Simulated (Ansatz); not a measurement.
# BiSb (model cell, started as layered BN type): a soft mode frozen in, part 2 of 2

Aim: this structure of BiSb (model cell, started as layered BN type) is to be tested for unstable modes, and one is followed downhill.

Ansatz 0.2.0; DFT PBEsol, scalar-relativistic, plane waves, PAW.

So far. Step 4 (The mode frozen in, largest atomic shift 0.14 Å): The run ends at a pressure of 0.59 GPa, with forces up to 0.023 eV/Å. Step 5 (Energy along the mode, all amplitudes (two of the runs …): The lowest of the steps tried is at 0.14 Å, 10.2 meV/atom below the parent; the bottom of the well need not coincide with a step.

The structure was built from a prototype and need not be the compound's stable phase.

### 6. Relaxation from the frozen mode

Starting from the lowest point found, all atoms and the cell are let go, so that strain and other modes of the same symmetry can join in.

input.yaml

```yaml
crystal:
  lattice:
    - [5.3016348868, -3.0982e-06, 0.0]
    - [-2.6508147603, 4.5913520427, 0.0]
    - [0.0, 0.0, 6.3896325225]
  atoms:
    - { symbol: Sb, position: [0.3333333333, 0.6666666667, 0.2719104932] }
    - { symbol: Sb, position: [0.6666666667, 0.3333333333, 0.7719104932] }
    - { symbol: Bi, position: [0.6666666667, 0.3333333333, 0.2372341059] }
    - { symbol: Bi, position: [0.3333333333, 0.6666666667, 0.7372341059] }
kpoints:
  mp_grid: { grid: [12, 12, 6] }
hamiltonian:
  xc: pbesol
scf:
  occupations: { method: methfessel_paxton, width: 0.2 }
output:
  forces: true
  stress: true
  eigenvalues: true
relax:
  adjacent_minimum: "off"
  f_tol: 0.002
  max_steps: 120
  cell: { stress_tol: 0.03 }
```

On the command line:

```sh
> ansatz run input.yaml --threads 4 --pin off --max-ram 7168MiB --backend cpu --events-out ev --progress --plain --runs-dir out
```

Numbers of over 12 decimals in the logs are rounded to 6 here.

The program printed:

```text
[...]
Crystal: 4 atoms, lattice volume = 155.534 Å³
Basis set: ecut = 420 eV, 3039 PW (Γ), exchange–correlation on 72×72×90 points (8 copies of the dense FFT grid, shifted against one another)
Bands: 36, of which v1, the nominal top of the filled ones, is band 30 counted from 1 (29 counted from 0)
Symmetry: 12 space group operations
[...]
k-points: 76 of 864 (time reversal used)
[...]
SCF iter   1: F=—  HF=-37299.501261 eV  |F-HF|=—  |Δ(HF+E_count)|=         —  Δρ=2.20e-3  dr2=5.06e-3  ethr=1.77e-3  ⟨swp⟩=6.5  Hψ=11291  notcnv=0
[...]
SCF iter   6: F=-37299.499019 eV  HF=-37299.499019 eV  |F-HF|=1.22e-8  |Δ(HF+E_count)|=   1.35e-7  S|Δr|=    0.00e0  Δρ=5.61e-6  dr2=7.68e-8  ethr=1.67e-10  ⟨swp⟩=7.2  Hψ=14587  notcnv=0
SCF 1 converged in 6 iterations: F = -37299.499019 eV  dr2 = 7.68e-8
[...]
relax step   1: F+E_penalty+E_count = -37299.49901901 eV  Δ(F+E_penalty+E_count) = +0.000e0 eV  max|allowed force component| = 2.326e-2 eV/Å  Δτ_max = 0.0000 Å  P = +0.595 GPa  Ω = 155.534 Å³  (6 SCF iters, dr2 threshold 1.00e-7 eV, accepted)
Crystal: 4 atoms, lattice volume = 159.107 Å³
Basis set: ecut = 420 eV, 3063 PW (Γ), exchange–correlation on 72×72×90 points (8 copies of the dense FFT grid, shifted against one another)
[...]
iter 1 solved again at ethr=2.66e-6 eV; its pass at ethr=3.10e-3 eV (dr2=1.60e-3 eV) is discarded
[...]
SCF iter   5: F=-37299.515157 eV  HF=-37299.515157 eV  |F-HF|=7.09e-8  |Δ(HF+E_count)|=   1.38e-7  S|Δr|=    0.00e0  Δρ=6.19e-6  dr2=1.18e-7  ethr=6.67e-10  ⟨swp⟩=6.9  Hψ=12057  notcnv=0
SCF 2 converged in 5 iterations: F = -37299.515157 eV  dr2 = 1.18e-7
[...]
relax step   2: F+E_penalty+E_count = -37299.51515665 eV  Δ(F+E_penalty+E_count) = -1.614e-2 eV  max|allowed force component| = 1.323e-1 eV/Å  Δτ_max = 0.0139 Å  P = -0.172 GPa  Ω = 159.107 Å³  energy of the carried Pulay correction = -5.457e-4 eV  (5 SCF iters, dr2 threshold 4.00e-7 eV, accepted)
Crystal: 4 atoms, lattice volume = 159.391 Å³
Basis set: ecut = 420 eV, 3087 PW (Γ), exchange–correlation on 72×72×90 points (8 copies of the dense FFT grid, shifted against one another)
[...]
SCF iter   5: F=-37299.522210 eV  HF=-37299.522210 eV  |F-HF|=1.19e-7  |Δ(HF+E_count)|=   5.99e-7  S|Δr|=    0.00e0  Δρ=8.38e-6  dr2=1.43e-7  ethr=6.67e-10  ⟨swp⟩=6.7  Hψ=12158  notcnv=0
SCF 3 converged in 5 iterations: F = -37299.522210 eV  dr2 = 1.43e-7
relax step   3: F+E_penalty+E_count = -37299.52221011 eV  Δ(F+E_penalty+E_count) = -7.053e-3 eV  max|allowed force component| = 7.455e-2 eV/Å  Δτ_max = 0.0188 Å  P = -0.032 GPa  Ω = 159.391 Å³  energy of the carried Pulay correction = -5.886e-4 eV  (5 SCF iters, dr2 threshold 4.00e-7 eV, accepted)
[...]
relax step   4: F+E_penalty+E_count = -37299.52391638 eV  Δ(F+E_penalty+E_count) = -1.706e-3 eV  max|allowed force component| = 6.193e-2 eV/Å  Δτ_max = 0.0298 Å  P = +0.027 GPa  Ω = 160.707 Å³  energy of the carried Pulay correction = -7.860e-4 eV  (5 SCF iters, dr2 threshold 3.47e-7 eV, accepted)
[...]
relax step   5: F+E_penalty+E_count = -37299.52490364 eV  Δ(F+E_penalty+E_count) = -9.873e-4 eV  max|allowed force component| = 3.796e-3 eV/Å  Δτ_max = 0.0081 Å  P = +0.072 GPa  Ω = 160.085 Å³  energy of the carried Pulay correction = -6.929e-4 eV  (4 SCF iters, dr2 threshold 2.60e-7 eV, accepted)
[...]
relax step   6: F+E_penalty+E_count = -37299.52495395 eV  Δ(F+E_penalty+E_count) = -5.030e-5 eV  max|allowed force component| = 5.975e-4 eV/Å  Δτ_max = 0.0006 Å  P = -0.011 GPa  Ω = 160.454 Å³  energy of the carried Pulay correction = -7.481e-4 eV  (4 SCF iters, dr2 threshold 3.12e-8 eV, accepted)
[...]
SCF iter   7: F=-37299.525620 eV  HF=-37299.525620 eV  |F-HF|=7.28e-12  |Δ(HF+E_count)|=    0.00e0  S|Δr|=    0.00e0  Δρ=2.34e-8  dr2=7.10e-13  ethr=1.00e-12  ⟨swp⟩=7.1  Hψ=13751  notcnv=0
SCF 7 converged in 7 iterations: F = -37299.525620 eV  dr2 = 7.10e-13
relax step   7: F+E_penalty+E_count = -37299.52562032 eV  Δ(F+E_penalty+E_count) = -6.664e-4 eV  max|allowed force component| = 6.177e-4 eV/Å  Δτ_max = 0.0000 Å  P = -0.015 GPa  Ω = 160.454 Å³  stress off target by 2.48e-2 GPa  SCF on the basis re-selected at this cell (its energy is not comparable with the rows above)  (7 SCF iters)
basis re-selected at this cell: Δ(F+E_penalty+E_count) = -6.664e-4 eV, ΔP = -0.003 GPa vs the last step (what re-selecting the basis moved, of the pressure what is left beyond the Pulay correction that the steps carried, after the strain that the cell walked since its last selection, with what the two solves' SCF thresholds leave and, on support functions, any second-order correction that the steps lacked; it is no m [...]
SCF converged after 7 iterations
[...]
Free energy (F): -37299.525620 eV
[...]
Internal energy: -37299.528587 eV  (E = F + TS)
E sigma→0 (E₀):  -37299.526362 eV
Entropy (-TS):   0.002967 eV (0.742 meV/atom)
Fermi energy:    7.451959 eV
[...]
--- Forces (eV/Å), atoms counted from 1 ---
  atom   1  Sb     0.00000000    -0.00000000     0.00061769
  atom   2  Sb    -0.00000000     0.00000000     0.00061769
  atom   3  Bi    -0.00000000     0.00000000    -0.00061769
  atom   4  Bi     0.00000000    -0.00000000    -0.00061769
  max |Σ_I F_I| component: 8.80e-9 eV/Å
--- Stress (GPa, compression-positive) ---
       -0.009785      -0.000000      -0.000000
       -0.000000      -0.009785       0.000000
       -0.000000       0.000000      -0.024803
  P = ⅓ Tr σ = -0.0148 GPa (-0.148 kbar)
--- Band table (eV; the first three rows and the last of 76) ---
  k-point 0: bands = [... 26 lower, 3.9645, 5.6406, 5.6406, 5.6473, 7.4067, 7.4067, 9.4741, 9.4741, ... 2 higher]
  k-point 1: bands = [... 26 lower, 4.0464, 5.4712, 5.4712, 6.0305, 7.5240, 7.5240, 9.1010, 9.2584, ... 2 higher]
  k-point 2: bands = [... 26 lower, 4.2835, 5.0807, 5.0807, 6.4775, 7.8287, 7.8287, 8.0898, 8.7788, ... 2 higher]
  k-point 75: bands = [... 26 lower, 5.8010, 5.8010, 6.9696, 6.9696, 7.9640, 7.9640, 8.2162, 8.2162, ... 2 higher]
--- Relaxed structure (6 steps of the walk, 6 accepted, 1 SCFs on fresh bases) ---
  F+E_penalty+E_count = -37299.52562032 eV   max|allowed force component| = 6.177e-4 eV/Å   (the final SCF, on the basis selected at the relaxed cell)
  cell:  # Å, volume = 160.4539 Å³
    - [5.295799, -3.0947783714580165e-6, -6.411238012639678e-18]
    - [-2.647897, 4.586298, 3.2181438767610054e-18]
    - [-7.726947580423748e-18, 0, 6.606276]
  atoms:
    - { symbol: Sb, position: [0.333333, 0.666667, 0.280510] }
    - { symbol: Sb, position: [0.666667, 0.333333, 0.780510] }
    - { symbol: Bi, position: [0.666667, 0.333333, 0.228635] }
    - { symbol: Bi, position: [0.333333, 0.666667, 0.728635] }
```

Wall time 66 s (4 threads of Arm Neoverse V2, shared host); peak memory 0.67 GiB.

Relaxation path:

| step | energy less that of the first step (eV) | largest force component (eV/Å) | pressure (GPa) | volume (Å³) |
| --- | --- | --- | --- | --- |
| 1 | 0.0000 | 0.0233 | 0.59 | 155.53 |
| 2 | -0.0161 | 0.1323 | -0.17 | 159.11 |
| 3 | -0.0232 | 0.0746 | -0.03 | 159.39 |
| 4 | -0.0249 | 0.0619 | 0.03 | 160.71 |
| 5 | -0.0259 | 0.0038 | 0.07 | 160.09 |
| 6 | -0.0259 | 0.0006 | -0.01 | 160.45 |
| 7* | -0.0266 | 0.0006 | -0.01 | 160.45 |

Relaxation steps marked * repeat the geometry before them on a plane-wave basis chosen anew for their cell, so energy and pressure can jump there.

The run keeps the 12 symmetry operations that it works with, so distortions that break them were not tested.

| conventional cell, symmetrised | before | after | change |
| --- | --- | --- | --- |
| a (Å) | 5.302 | 5.296 | -0.1 % |
| b (Å) | 5.302 | 5.296 | -0.1 % |
| c (Å) | 6.390 | 6.606 | +3.4 % |
| volume (Å³/atom) | 38.88 | 40.11 | +3.2 % |

The atoms that moved most (Å, as changes of fractional coordinates times the final cell):

| atom | dx | dy | dz | length |
| --- | --- | --- | --- | --- |
| Sb2 | 0.000 | 0.000 | 0.057 | 0.057 |
| Bi3 | 0.000 | 0.000 | -0.057 | 0.057 |
| Sb1 | 0.000 | 0.000 | 0.057 | 0.057 |
| Bi4 | 0.000 | 0.000 | -0.057 | 0.057 |

This step gave:

| Property | Result |
| --- | --- |
| pressure | -0.01479 GPa |
| volume per atom | 40.11 Å³ |

The distorted start has space group P6_3mc; the relaxation ends in P6_3mc.

### 7. The new phase in its own primitive cell

The relaxed structure is symmetrised, reduced to its primitive cell and relaxed tightly, as its phonons need.

input.yaml, the sections that differ from step 6:

```yaml
crystal:
  lattice:
    - [5.295799446, 0.0, 0.0]
    - [-2.647899723, 4.5862968536, 0.0]
    - [0.0, 0.0, 6.6062759827]
  atoms:
    - { symbol: Sb, position: [0.3333333333, 0.6666666667, 0.2805100445] }
    - { symbol: Sb, position: [0.6666666667, 0.3333333333, 0.7805100445] }
    - { symbol: Bi, position: [0.6666666667, 0.3333333333, 0.2286345546] }
    - { symbol: Bi, position: [0.3333333333, 0.6666666667, 0.7286345546] }
kpoints:
  mp_grid: { grid: [9, 9, 6] }
relax:
  adjacent_minimum: "off"
  f_tol: 0.001
  max_steps: 60
  cell: { stress_tol: 0.01 }
# hamiltonian, scf, output: as in step 6
```

The program printed:

```text
[...]
Crystal: 4 atoms, lattice volume = 160.454 Å³
Basis set: ecut = 420 eV, 3089 PW (Γ), exchange–correlation on 72×72×90 points (8 copies of the dense FFT grid, shifted against one another)
Bands: 36, of which v1, the nominal top of the filled ones, is band 30 counted from 1 (29 counted from 0)
Symmetry: 12 space group operations
[...]
k-points: 48 of 486 (time reversal used)
[...]
cell:  # Å, volume = 160.0591 Å³
    - [5.296617, 0, 2.5619597107860215e-19]
    - [-2.648308, 4.587005, -1.2809798553930047e-19]
    - [3.195931620628941e-19, 0, 6.587984]
  atoms:
    - { symbol: Sb, position: [0.333333, 0.666667, 0.279935] }
    - { symbol: Sb, position: [0.666667, 0.333333, 0.779935] }
    - { symbol: Bi, position: [0.666667, 0.333333, 0.229210] }
    - { symbol: Bi, position: [0.333333, 0.666667, 0.729210] }
[key lines of the parts left out:]
SCF converged after 6 iterations
Free energy (F): -37299.525619 eV
Fermi energy:    7.492598 eV
P = ⅓ Tr σ = 0.0017 GPa (0.017 kbar)
```

Run time: 29 s. Hardware: 4 threads; peak memory 0.59 GiB; 1.8 min of CPU time.

The steps of the relaxation:

| step | energy less that of the first step (eV) | largest force component (eV/Å) | pressure (GPa) | volume (Å³) |
| --- | --- | --- | --- | --- |
| 1 | 0.0000 | 0.0030 | -0.04 | 160.45 |
| 2 | -0.0001 | 0.0106 | 0.01 | 160.17 |
| 3 | -0.0002 | 0.0045 | 0.00 | 160.13 |
| 4 | -0.0002 | 0.0000 | 0.00 | 160.06 |
| 5* | -0.0001 | 0.0000 | 0.00 | 160.06 |

Relaxation steps marked * repeat the geometry before them on a plane-wave basis chosen anew for their cell, so energy and pressure can jump there.

The run keeps the 12 symmetry operations that it works with, so distortions that break them were not tested.

| conventional cell, symmetrised | before | after | change |
| --- | --- | --- | --- |
| a (Å) | 5.296 | 5.297 | +0.0 % |
| b (Å) | 5.296 | 5.297 | +0.0 % |
| c (Å) | 6.606 | 6.588 | -0.3 % |
| volume (Å³/atom) | 40.11 | 40.01 | -0.2 % |

Numbers from this step:

* pressure: 0.001708 GPa
* volume per atom: 40.01 Å³

The largest force component left is 0.020 meV/Å and the pressure is 0.002 GPa, within the tolerances set. The cell now holds 40.01 Å³/atom.

### 8. Modes of the new phase, k-mesh 9×9×6

A relaxed structure may still be a saddle point, so its zone-centre modes are computed. No field response is asked, since the mesh shows no gap.

input.yaml, the sections that differ from step 7:

```yaml
crystal:
  lattice:
    - [5.2966169789, 0.0, 0.0]
    - [-2.6483084895, 4.5870048579, 0.0]
    - [0.0, 0.0, 6.5879843107]
  atoms:
    - { symbol: Sb, position: [0.3333333333, 0.6666666667, 0.2799350789] }
    - { symbol: Sb, position: [0.6666666667, 0.3333333333, 0.7799350789] }
    - { symbol: Bi, position: [0.6666666667, 0.3333333333, 0.2292095202] }
    - { symbol: Bi, position: [0.3333333333, 0.6666666667, 0.7292095202] }
output:
  eigenvalues: true
phonons:
  method: dfpt
# kpoints, hamiltonian, scf: as in step 7
# relax: removed
```

The program printed:

```text
[...]
Crystal: 4 atoms, lattice volume = 160.059 Å³
Basis set: ecut = 420 eV, 3089 PW (Γ), exchange–correlation on 72×72×96 points (8 copies of the dense FFT grid, shifted against one another)
Bands: 36, of which v1, the nominal top of the filled ones, is band 30 counted from 1 (29 counted from 0)
Symmetry: 12 space group operations
k-points: 140 of 486 (irreducible under 2 space group operations, time reversal used)
[...]
SCF iter   1: F=—  HF=-37299.528317 eV  |F-HF|=—  |Δ(HF+E_count)|=         —  Δρ=2.16e-3  dr2=5.31e-3  ethr=1.77e-3  ⟨swp⟩=6.3  Hψ=20791  notcnv=0
[...]
SCF iter   9: F=-37299.525619 eV  HF=-37299.525619 eV  |F-HF|=4.37e-11  |Δ(HF+E_count)|=  2.55e-10  S|Δr|=    0.00e0  Δρ=6.07e-8  dr2=5.98e-12  ethr=1.00e-12  ⟨swp⟩=8.0  Hψ=30639  notcnv=0
SCF 1 converged in 9 iterations: F = -37299.525619 eV  dr2 = 5.98e-12
[...]
DFPT response loops at Γ: preconditioner auto → Kerker (q_TF=auto, 2.317 Å⁻¹) (partly filled bands, converged f_vac=0.136); β = 1.00, the filter's whole step (`scf.mixing.beta` (0.50) is not read by the response loops under this deck's `scf.mixing.preconditioner`; to damp them name `kerker` or `kerker_dos`, under which they read `scf.mixing.beta`, and type it under 1.00, their step now; both keys bind the ground state too); Broyden in place of MSR1
SCF converged after 9 iterations
[...]
Free energy (F): -37299.525619 eV
[...]
Internal energy: -37299.528524 eV  (E = F + TS)
E sigma→0 (E₀):  -37299.526345 eV
Entropy (-TS):   0.002906 eV (0.726 meV/atom)
Fermi energy:    7.492597 eV
[...]
--- Band table (eV; the first three rows and the last of 140) ---
  k-point 0: bands = [... 26 lower, 3.9794, 5.6618, 5.6715, 5.6715, 7.4273, 7.4273, 9.5092, 9.5092, ... 2 higher]
  k-point 1: bands = [... 26 lower, 4.0620, 5.5005, 5.5005, 6.0545, 7.5445, 7.5445, 9.1573, 9.2907, ... 2 higher]
  k-point 2: bands = [... 26 lower, 4.3013, 5.1062, 5.1062, 6.5308, 7.8496, 7.8496, 8.1136, 8.8059, ... 2 higher]
  k-point 139: bands = [... 26 lower, 5.5000, 5.5000, 6.5295, 6.5295, 7.7589, 7.7589, 8.6184, 8.6184, ... 2 higher]
--- Phonons (Γ-DFPT): 4 representative perturbations + reference, on 140 of 486 k-points (Σ response iterations 12) ---
  k mesh reduced under 2 symmetry operations, with k and −k counted as one. Each operation leaves every solved perturbation unchanged. A smaller set is not used because it would not reduce the number of displacements times k-points to solve
  ASR residual: 7.225e-5 → 0.000e0 eV/Å²; symmetrization residual: 4.063e-5 eV/Å²
  ASR residual per site (eV/Å²): 4.00e-5 4.00e-5 7.23e-5 7.23e-5
[...]
non-analytic LO–TO correction: not included (Born effective charges unavailable; polar crystals: no LO–TO splitting at Γ)
```

Wall time 1.7 min (4 threads); peak memory 2.8 GiB.

This step gave:

```
sum-rule residual before enforcement                    : 7.23e-5 eV/Å²
point group                                             : 6mm
highest optical mode at the zone centre (no LO-TO term) : 132.9 cm⁻¹
lowest optical zone-centre mode                         : -7.91 cm⁻¹
```

Patterns of degenerate modes are one choice out of their space. The modes at Γ (shares of kinetic energy by element, %) (negative means imaginary):

| mode | frequency (cm⁻¹) | symmetry | Sb % | Bi % |
| --- | --- | --- | --- | --- |
| 1 | -7.9 | E2 | 38 | 62 |
| 2 | -7.9 | E2 | 38 | 62 |
| 3 | 0.0 | acoustic | 37 | 63 |
| 4 | 0.0 | acoustic | 37 | 63 |
| 5 | 0.0 | acoustic | 37 | 63 |
| 6 | 58.2 | B1 | 33 | 67 |
| 7 | 89.2 | E2 | 62 | 38 |
| 8 | 89.2 | E2 | 62 | 38 |
| 9 | 112.4 | A1 | 63 | 37 |
| 10 | 123.9 | E1 | 63 | 37 |
| 11 | 123.9 | E1 | 63 | 37 |
| 12 | 132.9 | B1 | 67 | 33 |

Displacements in mode 6 (58.2 cm⁻¹), the largest set to 1:
```
Sb1  0.00  0.00 -0.92
Sb2  0.00  0.00  0.92
Bi3  0.00  0.00  1.00
Bi4  0.00  0.00 -1.00
```

Displacements in mode 10 (123.9 cm⁻¹), the largest set to 1:
```
Sb1  1.00  0.00  0.00
Sb2  1.00  0.00  0.00
Bi3 -0.58  0.00  0.00
Bi4 -0.58  0.00  0.00
```

Before it was imposed, the acoustic sum rule was missed by 7.2e-5 eV/Å². Small misses are needed for a sound result but don't prove that mesh and cutoff are converged. The lowest optical mode is slightly imaginary, 7.9i cm⁻¹, too near zero to call.

### 9. Results

```yaml
unstable_mode_of_the_parent: q = (0, 0, 0), 81i cm⁻¹
depth_at_the_lowest_point_sampled: 10.2 meV/atom
largest_atomic_shift_at_that_point: 0.14 Å
space_group_reached_within_0p01_a: P6_3mc
energy_gained_over_the_parent_first_relaxation_on_the_mesh_of_the_frozen_mode: 17.1 meV/atom
volume_per_atom_phase_reached: 40.0 Å³
lowest_optical_zone_centre_mode_phase_reached: -7.9 cm⁻¹
highest_optical_mode_at_the_zone_centre_no_lo_to_term_phase_reached: 133 cm⁻¹
```

Along this mode the structure falls into P6_3mc, 17.1 meV/atom below the parent. At the parent's cell the well is 10.18 meV/atom deep on the steps tried, with its lowest point at a shift of 0.14 Å. Relaxing atoms and cell changes the gain by +6.93 meV/atom against the lowest step (energies at zero smearing). The lowest mode at the zone centre of the new cell, 7.9i cm⁻¹, is too near zero to call. Of the 2 patterns followed to their end from this parent, this one reaches the lowest energy. Each path keeps the symmetry of its pattern, so a lower phase may lie along a pattern not tried. The q mesh is too sparse to interpolate, so only the solved wavevectors are given. With no gap, or one that is small against the smearing, the frequencies hang on the k mesh and the smearing, most of all near Kohn anomalies. An optical mode within 15 cm⁻¹ of zero is at the mercy of small errors in the force constants, and even its sign is uncertain. Spin-orbit coupling is left out, which can matter for the heavy elements here. A phonon run warned that its eigensolver left some bands unconverged in a pass. The starting cell was built on a prototype and not taken from a measurement, so the phase need not exist.

[Logs are printed without paths, hosts, clocks, repeated set-up lines and the standing remarks that a program may print on its own settings, such as how far it seeks lower states.]

[Hosts, paths, dates, database ids (printed as entryN), source tags and the programs' standing remarks are cut or masked in the printed files.]
